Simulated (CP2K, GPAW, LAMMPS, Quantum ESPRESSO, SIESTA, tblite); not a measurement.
# GPAW runs on amorphous Si0.7Ge0.3 (120 atoms), part 2 of 2

How do the settings of GPAW change the result for amorphous Si0.7Ge0.3 (120 atoms)? A plane-wave run serves as the yardstick.

Program: GPAW 26.7.0; the method stands at each step. Banners, paths, timers and routine set-up lines are dropped from the logs unmarked, and long logs keep their key lines alone; longer cuts are marked.

So far. Step 3 (PBE, grid h 0.18 Å): Against the first run (16 %), the force difference from the reference is 5.7 %, at 5.9 times the CPU time (on 4 against 2 cores). Step 4 (PBE, LCAO sz(dzp), h 0.2 Å): Against the first run (16 %), the force difference from the reference is 113 %, at 0.20 times the CPU time (on 1 against 2 cores), with 480 basis functions against 1560: the smaller basis costs accuracy.

## Step 5: RPBE, LCAO dzp, h 0.2 Å

Method: Kohn-Sham DFT, RPBE, PAW, atomic orbitals (dzp).

The input, run.py:

```python
import numpy as np
from ase.io import read
from gpaw import GPAW, FermiDirac
from ase.parallel import parprint as print

atoms = read("structure.xyz")
atoms.calc = GPAW(
    mode="lcao",
    basis="dzp",
    h=0.2,
    xc="RPBE",
    kpts={"size": (1, 1, 1), "gamma": True},
    occupations=FermiDirac(0.05),
    maxiter=200,
    symmetry={"point_group": False},
    txt="gpaw.txt",
)
energy = atoms.get_potential_energy(force_consistent=True)
forces = atoms.get_forces()
print(f"energy {energy:.6f} eV")
print("forces (eV/A)")
for i, (a, f) in enumerate(zip(atoms, forces)):
    print(f"{i:4d} {a.symbol:2s} {f[0]:10.5f} {f[1]:10.5f} {f[2]:10.5f}")
print(f"Fermi level {atoms.calc.get_fermi_level():.4f} eV")
for k in range(len(atoms.calc.get_ibz_k_points())):
    for s in range(atoms.calc.get_number_of_spins()):
        e = atoms.calc.get_eigenvalues(kpt=k, spin=s)
        n = np.searchsorted(e, atoms.calc.get_fermi_level())
        print(f"k {k} spin {s} levels about the Fermi level:", np.round(e[max(n - 6, 0):n], 4).tolist(), "|", np.round(e[n:n + 6], 4).tolist())
```

The input, structure.xyz:

```xyz
120
Lattice="13.77040 0.00000 0.00000 0.00000 13.77040 0.00000 0.00000 0.00000 13.77040" Properties=species:S:1:pos:R:3 pbc="T T T"
[... 120 atom lines left out: the same atoms as in the first run ...]
```

Started as:

```console
$ OMP_NUM_THREADS=1 mpirun -np 2 gpaw python run.py > output.txt
```

The program printed:

```text
energy -522.973634 eV
forces (eV/A)
   0 Si    0.24750   -0.23523    0.21073
   1 Si    0.02157    0.59671   -0.37450
   2 Si   -0.00182    0.21944    0.10933
   3 Si   -0.21430    0.09224    0.19489
   4 Si   -0.35620    0.48761   -0.11451
   5 Si   -0.10796    0.49216   -0.09217
   6 Si   -0.25560   -0.17842    0.01346
   7 Si    0.13459   -0.20625   -0.28727
   8 Si   -0.23352    0.13783    0.56867
   9 Si   -0.05887   -0.35326    0.10953
  10 Si    0.05767   -0.09185   -0.07560
  11 Si   -0.38473    0.12795   -0.14286
  12 Si   -0.01102   -0.14020    0.10133
  13 Si    0.01322    0.43634   -0.10864
  14 Si    0.02161    0.21469   -0.18767
  15 Si   -0.25399    0.05567    0.12054
  16 Si    0.21987   -0.14210   -0.21767
  17 Si   -0.67809    0.15975    0.25694
  18 Si   -0.38024    0.11654   -0.22938
  19 Si    0.00102   -0.12129   -0.50301
  20 Si    0.00485    0.28383   -0.07602
  21 Si    0.26866   -0.03636    0.17277
  22 Si   -0.00323   -0.20948    0.21140
  23 Si    1.05856    0.11818   -0.66092
[...]
112 Ge   -0.07658   -0.56722    0.45071
 113 Ge   -0.21571   -0.34418   -0.50929
 114 Ge    0.08677   -0.37614   -0.15722
 115 Ge   -0.20882    0.11546   -0.02711
 116 Ge   -0.30079    0.01906    0.31501
 117 Ge    0.31791    0.19713    0.42895
 118 Ge    0.54773   -0.00357   -0.02952
 119 Ge    0.02163   -0.32716   -0.00675
Fermi level 5.3093 eV
k 0 spin 0 levels about the Fermi level: [4.9952, 5.0429, 5.0811, 5.1137, 5.1381, 5.2491] | [5.3112, 5.3144, 5.3741, 5.4468, 5.4833, 5.495]
```

gpaw.txt:

```text
Input parameters:
  mode=LCAO(),
  basis={'default': 'dzp'},
  h=0.2,
  kpts=MonkhorstPack(size=(1, 1, 1), gamma=True),
  maxiter=200,
  occupations=Occupations(name='fermi-dirac', width=0.05, fixmagmom=False),
  symmetry=Symmetry(point_group=False),
  xc=XC(name='RPBE')
Unit cell  # Å
| periodic |         x |         y |         z |   lengths |    angles |
[... lines left out ...]
  Fermi-Dirac:
[... lines left out ...]
convergence criteria:
- Maximum [total energy] change in last 3 cyles: 0.0005 eV / valence electron
[... lines left out ...]
Converged in 21 steps
[... lines left out ...]
  Coulomb:        -905.869905
  Zero:             -0.241643
  External:          0.000000
  Xc:             -637.282017
  Entropy:          -0.331268
  Spinorbit:         0.000000
  ----------------------------
  Free energy:    -522.973634
  Extrapolated:   -522.808000
dipole moment: (71.080061, 25.388281, 32.456872)  # |e|*Ang
Fermi level: 5.309
Eigenvalues  # (at kpt = [0.000, 0.000, 0.000])
| band index |      eig [eV] | occ [0-2] |
|------------|---------------|-----------|
|          0 |        -7.143 |     2.000 |
|        ... |               |           |
|        231 |         4.856 |     2.000 |
|        232 |         4.934 |     1.999 |
[...]
|        246 |         5.651 |     0.002 |
|        ... |               |           |
|        291 |         7.564 |     0.000 |
Gap: 0.062 eV
Transition (v -> c):
  (s=0, k=0, n=238, [0.00, 0.00, 0.00]) -> (s=0, k=0, n=239, [0.00, 0.00, 0.00])
No difference between direct/indirect transitions
Force computation time: 63.068  # s
```

The job ended after 10 min (2 MPI ranks of Arm Neoverse N1, shared host; peak memory 2.8 GiB).

Against the reference:

| Quantity | Value |
| --- | --- |
| r.m.s. force component | 0.2848 eV/Å |
| r.m.s. difference of force components | 52.58 meV/Å |
| longest difference of force vectors | 167.2 meV/Å |
| force difference over r.m.s. force | 20.4 % |
| slope of forces against the reference's | 1.089 |
| correlation of force components | 0.9861 |

Against the first run (16 %), the force difference from the reference is 20 %, at 1.0 times the CPU time; the model has changed, so this is no error of the program alone.

## Step 6: Another try, on a changed input

Changes to run.py since step 5:

```diff
@@ -3,3 +3,2 @@
 from gpaw import GPAW, FermiDirac
-from ase.parallel import parprint as print
 
@@ -9,7 +8,7 @@
     basis="dzp",
-    h=0.2,
-    xc="RPBE",
+    h=0.45,
+    xc="PBE",
     kpts={"size": (1, 1, 1), "gamma": True},
     occupations=FermiDirac(0.05),
-    maxiter=200,
+    maxiter=60,
     symmetry={"point_group": False},
```

structure.xyz is that of step 5.

Started as:

```console
$ OMP_NUM_THREADS=1 python run.py > output.txt
```

The program printed:

```text
energy -521.002274 eV
forces (eV/A)
   0 Si    0.22721   -0.23412    0.17441
   1 Si   -0.00804    0.52587   -0.35607
   2 Si   -0.01472    0.20669    0.11137
   3 Si   -0.15343    0.13766    0.21814
   4 Si   -0.32030    0.52035   -0.06859
   5 Si   -0.07963    0.49194   -0.02501
[...]
117 Ge    0.50143    0.56074    1.16245
 118 Ge    0.05100   -0.08439    0.63830
 119 Ge    0.31455   -0.32867   -0.72277
Fermi level 5.2035 eV
k 0 spin 0 levels about the Fermi level: [4.8928, 4.9371, 4.9757, 5.0064, 5.0319, 5.1426] | [5.2059, 5.2106, 5.2668, 5.3402, 5.3772, 5.3866]
```

gpaw.txt:

```text
Input parameters:
  mode=LCAO(),
  basis={'default': 'dzp'},
  h=0.45,
  kpts=MonkhorstPack(size=(1, 1, 1), gamma=True),
  maxiter=60,
  occupations=Occupations(name='fermi-dirac', width=0.05, fixmagmom=False),
[... lines left out ...]
  Fermi-Dirac:
[... lines left out ...]
convergence criteria:
- Maximum [total energy] change in last 3 cyles: 0.0005 eV / valence electron
[... lines left out ...]
Converged in 21 steps
[... lines left out ...]
  Free energy:    -521.002274
[... lines left out ...]
Fermi level: 5.204
[... lines left out ...]
|        ... |               |           |
|        291 |         7.450 |     0.000 |
Gap: 0.063 eV
Transition (v -> c):
  (s=0, k=0, n=238, [0.00, 0.00, 0.00]) -> (s=0, k=0, n=239, [0.00, 0.00, 0.00])
No difference between direct/indirect transitions
Force computation time: 29.304  # s
timing:  # [seconds]
  Total:  321.036  # ━━━━━━━━━━━━━━━━━━━━━━━━━━━━━━━━━━━━━━━━━━━━━━━━━━━━━━━━
  Init:    15.905  # ━━━
  SCF:    275.750  # ━━━━━━━━━━━━━━━━━━━━━━━━━━━━━━━━━━━━━━━━━━━━━━━━
  Forces:  29.304  # ━━━━━
```

It took 5.4 min on 1 thread; peak memory 0.63 GiB.

The run converged all the same. The fault in the input: a grid far too coarse (grid spacing 0.45 Å).

Against the reference:

- r.m.s. difference of force components: 303.8 meV/Å
- longest difference of force vectors: 1353 meV/Å
- force difference over r.m.s. force: 117.9 %
- slope of forces against the reference's: 1.11
- correlation of force components: 0.688
- energy less the same-level run's: 332.3 meV/atom
- r.m.s. force difference from the same-level run: 299.2 meV/Å

## Step 7: Side by side

Differences are against the plane-wave reference, forces as r.m.s. over components; share is that over the reference's r.m.s. force, slope the least-squares factor from reference forces to these. Total energies of different programs have different zeros and aren't compared.

| run | Δ force, r.m.s. (meV/Å) | share (%) | slope | cores | CPU time | memory (GiB) |
| --- | --- | --- | --- | --- | --- | --- |
| reference | - | - | - | 8 | 77 min | 9.5 |
| GPAW PBE, LCAO dzp, h 0.2 Å | 40.2 | 15.6 | 1.058 | 2 | 20 min | 2.8 |
| GPAW PBE, grid h 0.18 Å | 14.7 | 5.71 | 1.011 | 4 | 2 h | 7.9 |
| GPAW PBE, LCAO sz(dzp), h 0.2 Å (coarse) | 292 | 113 | 1.051 | 1 | 4 min | 1.9 |
| GPAW RPBE, LCAO dzp, h 0.2 Å | 52.6 | 20.4 | 1.089 | 2 | 20 min | 2.8 |

Rows marked coarse were listed beforehand as settings not expected to be converged; some can still land near the reference.

CPU time is summed over cores on a shared host, where runs went side by side, so it is rough. Symmetry, cutoffs, thresholds, outputs and thread counts weren't matched or tuned between programs; memory under MPI is the largest rank's times the ranks.

## Step 8: What came out

| Item | Value |
| --- | --- |
| nearest in forces | GPAW PBE, grid h 0.18 Å, 5.7 % |
| its CPU time | 2 h |

In words: PBE on plane waves or a grid with other potentials, cutoffs or grids, coarse settings apart, differs from the reference by 5.7 % (GPAW PBE, grid h 0.18 Å) of the r.m.s. force; this holds the reference's own error, so differences of a few per cent don't tell which side is nearer the exact PBE result. The PBE run in local orbitals, coarse settings apart, differs by 16 % (GPAW PBE, LCAO dzp, h 0.2 Å); basis, grid and potentials can all enter. Rows with another functional or a dispersion term differ by 20 % (GPAW RPBE, LCAO dzp, h 0.2 Å), which mixes the change of model with differences of basis and potentials. Runs with settings chosen to be coarse differ by 113 % (GPAW PBE, LCAO sz(dzp), h 0.2 Å), their programs' other errors included. Of the electronic-structure runs that take under half the reference's CPU time, GPAW PBE, LCAO dzp, h 0.2 Å comes nearest, at 16 % in 20 min against 77 min. The potentials hold different valence shells: 840 electrons in the reference, 480 in GPAW; this bears on time and differences. GPAW's setups keep the filled d shell of Ge in the core. The quench rate of 1000 K/ps is many orders above laboratory rates, so the cell is likely richer in defects and strain than a real sample. The network of bonds at the start is that of the classical potential that made the cell, and needn't be the one that DFT or experiment would give. The electronic-structure runs sample only Γ, in a cell whose shortest periodic width is 14 Å, which is coarse for a cell with partly filled levels.

[Also dropped from logs without a mark: logging warnings of Python, and SIESTA's first energy breakdown and zero terms.]

[Logs are printed without paths, hosts, clocks, repeated set-up lines and the standing remarks that a program may print on its own settings, such as how far it seeks lower states.]

[Hosts, paths, dates, database ids (printed as entryN), source tags and the programs' standing remarks are cut or masked in the printed files.]
